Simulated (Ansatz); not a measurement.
# HfTeS monolayer, Janus under uniaxial strain along a, the zigzag direction, with the width clamped

Aim: how do the optical modes of HfTeS monolayer, Janus shift and split under this strain?

Method: DFT PBEsol, scalar-relativistic, plane waves, PAW; PAW set soft_1, in Ansatz 0.2.0.

## 1. The structure

The cell holds 3 atoms: 1 Hf, 1 S and 1 Te. Cell: a = 3.720 Å, b = 3.720 Å, c = 30.000 Å, α = 90.0°, β = 90.0°, γ = 120.0°. Vacuum lies along c. The height across the vacuum is the one that the program set for its solve, not the one typed.

## 2. A rough relaxation first

The start is far from rest, so a relaxation with loose tolerances brings it close first. The program lengthens the typed cell of 20.0 Å along the normal to 30.0 Å, as its cut-off of the electrostatics needs, and moves no atom.

input.yaml

```yaml
crystal:
  lattice:
    - [3.72, 0.0, 0.0]
    - [-1.86, 3.22161, 0.0]
    - [0.0, 0.0, 20.0]
  atoms:
    - { symbol: Hf, position: [0.0, 0.0, 0.5] }
    - { symbol: S, position: [0.333333, 0.666667, 0.575] }
    - { symbol: Te, position: [0.666667, 0.333333, 0.42] }
  periodic: [true, true, false]
kpoints:
  mp_grid: { grid: [6, 6, 1] }
hamiltonian:
  xc: pbesol
  pseudopotentials: { kind: paw, azcp: { folder: soft_1 }, xc_functional: pbe }
scf:
  occupations: { method: gaussian, width: 0.1 }
output:
  forces: true
  stress: true
  eigenvalues: true
relax:
  adjacent_minimum: "off"
  f_tol: 0.05
  max_steps: 80
  cell: { stress_2d_tol: 0.02 }
```

Command:

```sh
$ ansatz run input.yaml --threads 8 --pin off --max-ram 16384MiB --backend cpu --events-out ev --progress --plain --runs-dir out
```

Numbers of over 12 decimals in the logs are rounded to 6 here.

Output:

```text
[...]
F+E_penalty+E_count = -23388.79051306 eV   max|allowed force component| = 8.570e-3 eV/Å   (the final SCF, on the basis selected at the relaxed cell)
  cell:  # Å, volume = 360.3018 Å³
    - [3.723980, 2.9474798327810823e-19, 0]
    - [-1.861990, 3.225061, 0]
    - [0, 0, 30.0]
  atoms:
    - { symbol: Hf, position: [0, 0, 0.338983] }
    - { symbol: S, position: [0.333333, 0.666667, 0.382494] }
    - { symbol: Te, position: [0.666667, 0.333333, 0.275189] }
[key lines of the parts left out:]
SCF converged after 9 iterations
Free energy (F): -23388.790513 eV
Fermi energy:    -4.726010 eV
P = ½ c Tr σ = 0.0169 N/m
```

It took 9.6 s on 8 threads of Arm Neoverse V1, shared host; peak memory 0.84 GiB.

Step by step:

| step | energy less that of the first step (eV) | largest force component (eV/Å) | volume (Å³) |
| --- | --- | --- | --- |
| 1 | 0.0000 | 4.2846 | 359.53 |
| 2 | -0.5875 | 0.6062 | 362.22 |
| 3 | -0.6005 | 0.0274 | 362.91 |
| 4 | -0.6014 | 0.0221 | 360.70 |
| 5 | -0.6015 | 0.0086 | 360.30 |
| 6* | -0.6015 | 0.0086 | 360.30 |

Relaxation steps marked * repeat the geometry before them on a plane-wave basis chosen anew for their cell, so energy and pressure can jump there.

Forces are held to the 6 operations that the run works with; a distortion that breaks them can't arise in this run.

| cell as run | before | after | change |
| --- | --- | --- | --- |
| a (Å) | 3.720 | 3.724 | +0.1 % |
| b (Å) | 3.720 | 3.724 | +0.1 % |

The atoms that moved most (Å, along periodic axes as changes of fractional coordinates times the final cell, across vacuum about the mean position):

| atom | dx | dy | dz | length |
| --- | --- | --- | --- | --- |
| Hf1 | 0.000 | 0.000 | 0.170 | 0.170 |
| Te3 | 0.000 | 0.000 | -0.144 | 0.144 |
| S2 | 0.000 | 0.000 | -0.025 | 0.025 |

Final coordinates:

```
Hf S Te
1.0
     3.72398    0.00000    0.00000
    -1.86199    3.22506    0.00000
     0.00000    0.00000   30.00000
Hf S Te
1 1 1
Direct
  0.00000 0.00000 0.33898
  0.33333 0.66667 0.38249
  0.66667 0.33333 0.27519
```

This step gave:

| Property | Result |
| --- | --- |
| gap on the k-mesh | 0 eV |
| area per atom | 4.003 Å² |

The relaxation ends with a largest force component of 0.0086 eV/Å.

## 3. Bringing the structure to rest

Harmonic phonons are second derivatives at a point where the forces vanish, and they are wanted at zero stress, so atoms and cell are relaxed first.

input.yaml

```yaml
crystal:
  lattice:
    - [3.7239796814, 0.0, 0.0]
    - [-1.8619898407, 3.2250610073, 0.0]
    - [0.0, 0.0, 30.0]
  atoms:
    - { symbol: Hf, position: [0.0, 0.0, 0.3389833639] }
    - { symbol: S, position: [0.3333333333, 0.6666666667, 0.3824940949] }
    - { symbol: Te, position: [0.6666666667, 0.3333333333, 0.2751892078] }
  periodic: [true, true, false]
kpoints:
  mp_grid: { grid: [15, 15, 1] }
hamiltonian:
  xc: pbesol
  pseudopotentials: { kind: paw, azcp: { folder: soft_1 }, xc_functional: pbe }
scf:
  occupations: { method: gaussian, width: 0.1 }
output:
  forces: true
  stress: true
  eigenvalues: true
  write_density: true
  write_potential: true
  elf: true
  volumetric_format: npy
relax:
  adjacent_minimum: "off"
  f_tol: 0.005
  max_steps: 80
  cell: { stress_2d_tol: 0.02 }
```

Output:

```text
[...]
Crystal: 3 atoms, lattice volume = 360.302 Å³
Basis set: ecut = 420 eV, 7085 PW (Γ), exchange–correlation on 50×50×432 points (8 copies of the dense FFT grid, shifted against one another)
Bands: 29, of which v1, the nominal top of the filled ones, is band 24 counted from 1 (23 counted from 0)
Symmetry: 6 space group operations
[...]
k-points: 27 of 225 (time reversal used)
[...]
SCF iter   1: F=—  HF=-23389.322741 eV  |F-HF|=—  |Δ(HF+E_count)|=         —  Δρ=1.76e-2  dr2=1.72e0  ethr=3.10e-3  ⟨swp⟩=13.9  Hψ=5507  notcnv=0
[...]
SCF iter  11: F=-23388.807266 eV  HF=-23388.807266 eV  |F-HF|=4.07e-9  |Δ(HF+E_count)|=   2.36e-8  Δρ=2.22e-7  dr2=1.44e-10  ethr=4.67e-12  ⟨swp⟩=10.4  Hψ=6452  notcnv=0
SCF 1 converged in 11 iterations: F = -23388.807266 eV  dr2 = 1.44e-10
[...]
relax step   1: F+E_penalty+E_count = -23388.80726557 eV  Δ(F+E_penalty+E_count) = +0.000e0 eV  max|allowed force component| = 4.191e-2 eV/Å  Δτ_max = 0.0000 Å  P = +0.110 N/m  Ω = 360.302 Å³  fix = [c, alpha, beta]  reactions: c +0.000 N/m  (11 SCF iters, dr2 threshold 1.00e-7 eV, accepted)
Crystal: 3 atoms, lattice volume = 361.568 Å³
[...]
SCF iter   5: F=-23388.807333 eV  HF=-23388.807333 eV  |F-HF|=2.50e-8  |Δ(HF+E_count)|=   1.18e-8  Δρ=3.21e-6  dr2=9.12e-8  ethr=2.29e-10  ⟨swp⟩=18.8  Hψ=9468  notcnv=0
SCF 2 converged in 5 iterations: F = -23388.807333 eV  dr2 = 9.12e-8
relax step   2: F+E_penalty+E_count = -23388.80733317 eV  Δ(F+E_penalty+E_count) = -6.760e-5 eV  max|allowed force component| = 6.212e-2 eV/Å  Δτ_max = 0.0108 Å  P = +0.144 N/m  Ω = 361.568 Å³  energy of the carried Pulay correction = -6.714e-5 eV  fix = [c, alpha, beta]  reactions: c +0.000 N/m  (5 SCF iters, dr2 threshold 1.10e-7 eV, accepted)
Crystal: 3 atoms, lattice volume = 361.823 Å³
Basis set: ecut = 420 eV, 7109 PW (Γ), exchange–correlation on 50×50×432 points (8 copies of the dense FFT grid, shifted against one another)
[...]
SCF iter   4: F=-23388.807533 eV  HF=-23388.807533 eV  |F-HF|=6.39e-8  |Δ(HF+E_count)|=   1.60e-6  Δρ=5.17e-6  dr2=1.75e-7  ethr=5.02e-10  ⟨swp⟩=19.9  Hψ=10034  notcnv=0
SCF 3 converged in 4 iterations: F = -23388.807533 eV  dr2 = 1.75e-7
relax step   3: F+E_penalty+E_count = -23388.80753337 eV  Δ(F+E_penalty+E_count) = -2.002e-4 eV  max|allowed force component| = 2.174e-2 eV/Å  Δτ_max = 0.0041 Å  P = +0.010 N/m  Ω = 361.823 Å³  energy of the carried Pulay correction = -8.063e-5 eV  fix = [c, alpha, beta]  reactions: c +0.000 N/m  (4 SCF iters, dr2 threshold 2.41e-7 eV, accepted)
[...]
relax step   4: F+E_penalty+E_count = -23388.80754747 eV  Δ(F+E_penalty+E_count) = -1.410e-5 eV  max|allowed force component| = 9.011e-4 eV/Å  Δτ_max = 0.0015 Å  P = +0.006 N/m  Ω = 362.015 Å³  energy of the carried Pulay correction = -9.078e-5 eV  fix = [c, alpha, beta]  reactions: c +0.000 N/m  (5 SCF iters, dr2 threshold 2.95e-8 eV, accepted)
[...]
SCF iter   9: F=-23388.807645 eV  HF=-23388.807645 eV  |F-HF|=4.73e-11  |Δ(HF+E_count)|=   4.30e-9  Δρ=1.08e-8  dr2=3.88e-13  ethr=1.00e-12  ⟨swp⟩=7.7  Hψ=4590  notcnv=0
SCF 5 converged in 9 iterations: F = -23388.807645 eV  dr2 = 3.88e-13
relax step   5: F+E_penalty+E_count = -23388.80764451 eV  Δ(F+E_penalty+E_count) = -9.704e-5 eV  max|allowed force component| = 9.554e-4 eV/Å  Δτ_max = 0.0000 Å  P = +0.006 N/m  Ω = 362.015 Å³  fix = [c, alpha, beta]  reactions: c +0.000 N/m  stress off target by 6.32e-3 N/m on what of the cell is left free  SCF on the basis re-selected at this cell (its energy is not comparable with the rows above)  (9 SCF iters)
[...]
WARN: The output density's exchange-correlation potential varies sharply where the density is thin. Do not read a vacuum level from v_tot or v_xc, or from such a field of the output density. On a cell that repeats whose density bears no net charge and no dipole along the vacuum's axis use v_es (v_loc + v_h of the components); under efield.dipole_correction with no amplitude use v_es + v_field, which holds any externa [...]
SCF converged after 9 iterations
Free energy (F): -23388.807645 eV
[...]
Internal energy: -23388.802933 eV  (E = F + TS)
E sigma→0 (E₀):  -23388.805289 eV
Entropy (-TS):   -0.004711 eV (-1.570 meV/atom)
Fermi energy:    -4.720472 eV
[...]
--- Forces (eV/Å), atoms counted from 1 ---
  atom   1  Hf     0.00000000     0.00000000     0.00052431
  atom   2  S      0.00000000    -0.00000000    -0.00095542
  atom   3  Te     0.00000000     0.00000000     0.00043104
  max |Σ_I F_I| component: 7.09e-8 eV/Å
--- 2D stress c σ (N/m, compression-positive) ---
        0.006317      -0.000000      -0.000000
       -0.000000       0.006317      -0.000000
       -0.000000      -0.000000       0.000000
  P = ½ c Tr σ = 0.0063 N/m
--- Band table (eV; the first three rows and the last of 27) ---
  k-point 0: bands = [... 20 lower, -8.4344, -6.9103, -4.4082, -4.4082, -3.9182, -3.9182, -3.2640, -1.3222, ... 1 higher]
  k-point 1: bands = [... 20 lower, -8.4182, -6.8004, -4.9943, -4.7060, -3.8191, -3.6035, -3.0794, -1.1861, ... 1 higher]
  k-point 2: bands = [... 20 lower, -8.3772, -6.6355, -5.9010, -5.1047, -3.9269, -3.1665, -2.8303, -1.2211, ... 1 higher]
  k-point 26: bands = [... 20 lower, -8.9530, -7.7836, -7.6972, -7.2511, -3.1639, -2.9194, -2.6598, -0.6250, ... 1 higher]
--- Relaxed structure (4 steps of the walk, 4 accepted, 1 SCFs on fresh bases) ---
[...]
cell:  # Å, volume = 362.0155 Å³
    - [3.732825, 3.2733621553490255e-19, 0]
    - [-1.866412, 3.232721, 0]
    - [0, 0, 30.0]
  atoms:
    - { symbol: Hf, position: [0, 0, 0.338932] }
    - { symbol: S, position: [0.333333, 0.666667, 0.382305] }
    - { symbol: Te, position: [0.666667, 0.333333, 0.275429] }
```

It took 29 s on 8 threads; peak memory 1 GiB; 3.7 min of CPU time.

Step by step:

| step | energy less that of the first step (eV) | largest force component (eV/Å) | volume (Å³) |
| --- | --- | --- | --- |
| 1 | 0.0000 | 0.0419 | 360.30 |
| 2 | -0.0001 | 0.0621 | 361.57 |
| 3 | -0.0003 | 0.0217 | 361.82 |
| 4 | -0.0003 | 0.0009 | 362.02 |
| 5* | -0.0004 | 0.0010 | 362.02 |

Relaxation steps marked * repeat the geometry before them on a plane-wave basis chosen anew for their cell, so energy and pressure can jump there.

Forces are held to the 6 operations that the run works with; a distortion that breaks them can't arise in this run.

| cell as run | before | after | change |
| --- | --- | --- | --- |
| a (Å) | 3.724 | 3.733 | +0.2 % |
| b (Å) | 3.724 | 3.733 | +0.2 % |

The relaxed structure:

```xyz
3
Lattice="3.7328 0.0000 0.0000 -1.8664 3.2327 0.0000 0.0000 0.0000 30.0000" Properties=species:S:1:pos:R:3
Hf    0.0000    0.0000   10.1680
S     0.0000    2.1551   11.4692
Te    1.8664    1.0776    8.2629
```

Numbers from this step:

```yaml
area_per_atom: 4.022 Å²
```

Electrostatic potential energy in the ac plane at fractional y = 0.333, with atoms of Te within 0.2 Å of it. With pseudopotentials it is smooth inside the atoms' cores, unlike the true potential.

Ten even steps from '0' (-15 eV) to '9' (0 eV), each cell a mean:
```
99999999999999
99999999999999
99999999999999
99999999999999
99999999999999
99999999999999
99999999999999
99999999999999
99999999999999
99999999999999
99999999999999
99999999999999
99999999999999
99999999999999
76566789999988
31112467888765
55445533222234
68887300355001
99999887666778
99999999999999
99999999999999
99999999999999
99999999999999
99999999999999
```
Columns run along a (3.7 Å; values clipped at the 3rd and 97th percentile), rows up along c (30.0 Å). Atoms in or near the plane, at fractional coordinates: Te at (0.67, 0.28).

ELF in the ac plane at fractional y = 0.333, with atoms of Te within 0.2 Å of it. It is the smooth field of the valence electrons, not physical close to the nuclei.

Ten even steps from '0' (0.00) to '9' (0.77), each cell a mean:
```
00000000000000
00000000000000
00000000000000
00000000000000
00000000000000
00000000000000
00000000000000
00000000000000
00000000000000
00000000000000
00000000000000
00000000000000
00000000000000
23433100000001
89998641000125
33333222222222
43224566555666
74236764211357
41002689999987
00000012333210
00000000000000
00000000000000
00000000000000
00000000000000
```
Columns run along a (3.7 Å), rows up along c (30.0 Å). Atoms in or near the plane, at fractional coordinates: Te at (0.67, 0.28).

Valence density in the ac plane at fractional y = 0.333, with atoms of Te within 0.2 Å of it. It is the smooth field of the valence electrons, not physical close to the nuclei.

Ten steps, logarithmic in the rise over the least value, from '0' (0 e/Å³) to '9' (10 e/Å³), each cell a mean:
```
00000000000000
00000000000000
00000000000000
00000000000000
00000000000000
00000000000000
00000000000000
00000000000000
00000000000000
00000000000000
00000000000000
00000000000000
00000000000000
00000000000000
22332210000011
23333211111112
22222234565433
21112347999753
00000011222211
00000000000000
00000000000000
00000000000000
00000000000000
00000000000000
```
Columns run along a (3.7 Å), rows up along c (30.0 Å). Atoms in or near the plane, at fractional coordinates: Te at (0.67, 0.28).

## 4. Tight relaxation

Phonons need small forces and stress, so the relaxation is finished with tight tolerances on 15×15×1 k points.

input.yaml, the sections that differ from step 3:

```yaml
crystal:
  lattice:
    - [3.732824829, 0.0, 0.0]
    - [-1.8664124145, 3.2327211298, 0.0]
    - [0.0, 0.0, 30.0]
  atoms:
    - { symbol: Hf, position: [0.0, 0.0, 0.3389322641] }
    - { symbol: S, position: [0.3333333333, 0.6666666667, 0.3823051481] }
    - { symbol: Te, position: [0.6666666667, 0.3333333333, 0.2754292544] }
  periodic: [true, true, false]
scf:
  occupations: { method: methfessel_paxton, width: 0.2 }
relax:
  adjacent_minimum: "off"
  f_tol: 0.001
  max_steps: 60
  cell: { stress_2d_tol: 0.002 }
# kpoints, hamiltonian, output: as in step 3
```

Output:

```text
[...]
Crystal: 3 atoms, lattice volume = 362.015 Å³
Basis set: ecut = 420 eV, 7109 PW (Γ), exchange–correlation on 50×50×432 points (8 copies of the dense FFT grid, shifted against one another)
Bands: 29, of which v1, the nominal top of the filled ones, is band 24 counted from 1 (23 counted from 0)
Symmetry: 6 space group operations
[...]
k-points: 27 of 225 (time reversal used)
[...]
--- Relaxed structure (4 steps of the walk, 4 accepted, 1 SCFs on fresh bases) ---
[...]
cell:  # Å, volume = 362.3206 Å³
    - [3.734398, 0, 0]
    - [-1.867199, 3.234083, 0]
    - [0, 0, 30.0]
  atoms:
    - { symbol: Hf, position: [0, 0, 0.338923] }
    - { symbol: S, position: [0.333333, 0.666667, 0.382268] }
    - { symbol: Te, position: [0.666667, 0.333333, 0.275475] }
[key lines of the parts left out:]
SCF converged after 10 iterations
Free energy (F): -23388.806086 eV
Fermi energy:    -4.714886 eV
P = ½ c Tr σ = 0.0014 N/m
```

Run time: 27 s. Hardware: 8 threads; peak memory 1 GiB; 3.4 min of CPU time.

Little changed from the start: no atom moved by 0.005 Å and no cell edge by 0.1 %.

Numbers from this step:

```
area per atom : 4.026 Å²
```

Valence density in the ac plane at fractional y = 0.333, with atoms of Te within 0.2 Å of it. It is the smooth field of the valence electrons, not physical close to the nuclei.

Values in e/Å³, 24 rows by 14 columns, each cell a mean:
```
 0  0  0  0  0  0  0  0  0  0  0  0  0  0
 0  0  0  0  0  0  0  0  0  0  0  0  0  0
 0  0  0  0  0  0  0  0  0  0  0  0  0  0
 0  0  0  0  0  0  0  0  0  0  0  0  0  0
 0  0  0  0  0  0  0  0  0  0  0  0  0  0
 0  0  0  0  0  0  0  0  0  0  0  0  0  0
 0  0  0  0  0  0  0  0  0  0  0  0  0  0
 0  0  0  0  0  0  0  0  0  0  0  0  0  0
 0  0  0  0  0  0  0  0  0  0  0  0  0  0
 0  0  0  0  0  0  0  0  0  0  0  0  0  0
 0  0  0  0  0  0  0  0  0  0  0  0  0  0
 0  0  0  0  0  0  0  0  0  0  0  0  0  0
 0  0  0  0  0  0  0  0  0  0  0  0  0  0
 0  0  0  0  0  0  0  0  0  0  0  0  0  0
 0  0  0  0  0  0  0  0  0  0  0  0  0  0
 0  0  0  0  0  0  0  0  0  0  0  0  0  0
 0  0  0  0  0  0  0  1  1  2  2  1  0  0
 0  0  0  0  0  0  1  3  7 10  9  4  1  0
 0  0  0  0  0  0  0  0  0  0  0  0  0  0
 0  0  0  0  0  0  0  0  0  0  0  0  0  0
 0  0  0  0  0  0  0  0  0  0  0  0  0  0
 0  0  0  0  0  0  0  0  0  0  0  0  0  0
 0  0  0  0  0  0  0  0  0  0  0  0  0  0
 0  0  0  0  0  0  0  0  0  0  0  0  0  0
```
Columns run along a (3.7 Å), rows up along c (30.0 Å). Atoms in or near the plane, at fractional coordinates: Te at (0.67, 0.28).

Electrostatic potential energy in the ac plane at fractional y = 0.333, with atoms of Te within 0.2 Å of it. With pseudopotentials it is smooth inside the atoms' cores, unlike the true potential.

Ten even steps from '_' (-15 eV) to '@' (0 eV), each cell a mean:
```
@@@@@@@@@@@@@@@@@@@@@@@@@@@@
@@@@@@@@@@@@@@@@@@@@@@@@@@@@
@@@@@@@@@@@@@@@@@@@@@@@@@@@@
@@@@@@@@@@@@@@@@@@@@@@@@@@@@
@@@@@@@@@@@@@@@@@@@@@@@@@@@@
@@@@@@@@@@@@@@@@@@@@@@@@@@@@
@@@@@@@@@@@@@@@@@@@@@@@@@@@@
@@@@@@@@@@@@@@@@@@@@@@@@@@@@
@@@@@@@@@@@@@@@@@@@@@@@@@@@@
@@@@@@@@@@@@@@@@@@@@@@@@@@@@
@@@@@@@@@@@@@@@@@@@@@@@@@@@@
@@@@@@@@@@@@@@@@@@@@@@@@@@@@
@@@@@@@@@@@@@@@@@@@@@@@@@@@@
@@@@@@@@@@@@@@@@@@@@@@@@@@@@
##**++****##%%@@@@@@@@@@%%%%
--......::==**##%%%%%%##**++
++++====++++----::::::::--==
**%%%%%%##--____--++++____..
@@@@@@@@@@%%%%##******####%%
@@@@@@@@@@@@@@@@@@@@@@@@@@@@
@@@@@@@@@@@@@@@@@@@@@@@@@@@@
@@@@@@@@@@@@@@@@@@@@@@@@@@@@
@@@@@@@@@@@@@@@@@@@@@@@@@@@@
@@@@@@@@@@@@@@@@@@@@@@@@@@@@
```
Columns run along a (3.7 Å; values clipped at the 3rd and 97th percentile), rows up along c (30.0 Å). Atoms in or near the plane, at fractional coordinates: Te at (0.67, 0.28).

ELF in the ac plane at fractional y = 0.333, with atoms of Te within 0.2 Å of it. It is the smooth field of the valence electrons, not physical close to the nuclei.

Ten even steps from '0' (0.00) to '9' (0.77), each cell a mean:
```
00000000000000
00000000000000
00000000000000
00000000000000
00000000000000
00000000000000
00000000000000
00000000000000
00000000000000
00000000000000
00000000000000
00000000000000
00000000000000
23433100000001
89998641000125
33333222222222
43224566555666
74236764211357
41002689999987
00000012333210
00000000000000
00000000000000
00000000000000
00000000000000
```
Columns run along a (3.7 Å), rows up along c (30.0 Å). Atoms in or near the plane, at fractional coordinates: Te at (0.67, 0.28).

The largest force component left is 0.42 meV/Å, within the tolerances set.

(Part 1 of 2 ends here.)

[Logs are printed without paths, hosts, clocks, repeated set-up lines and the standing remarks that a program may print on its own settings, such as how far it seeks lower states.]

[Hosts, paths, dates, database ids (printed as entryN), source tags and the programs' standing remarks are cut or masked in the printed files.]
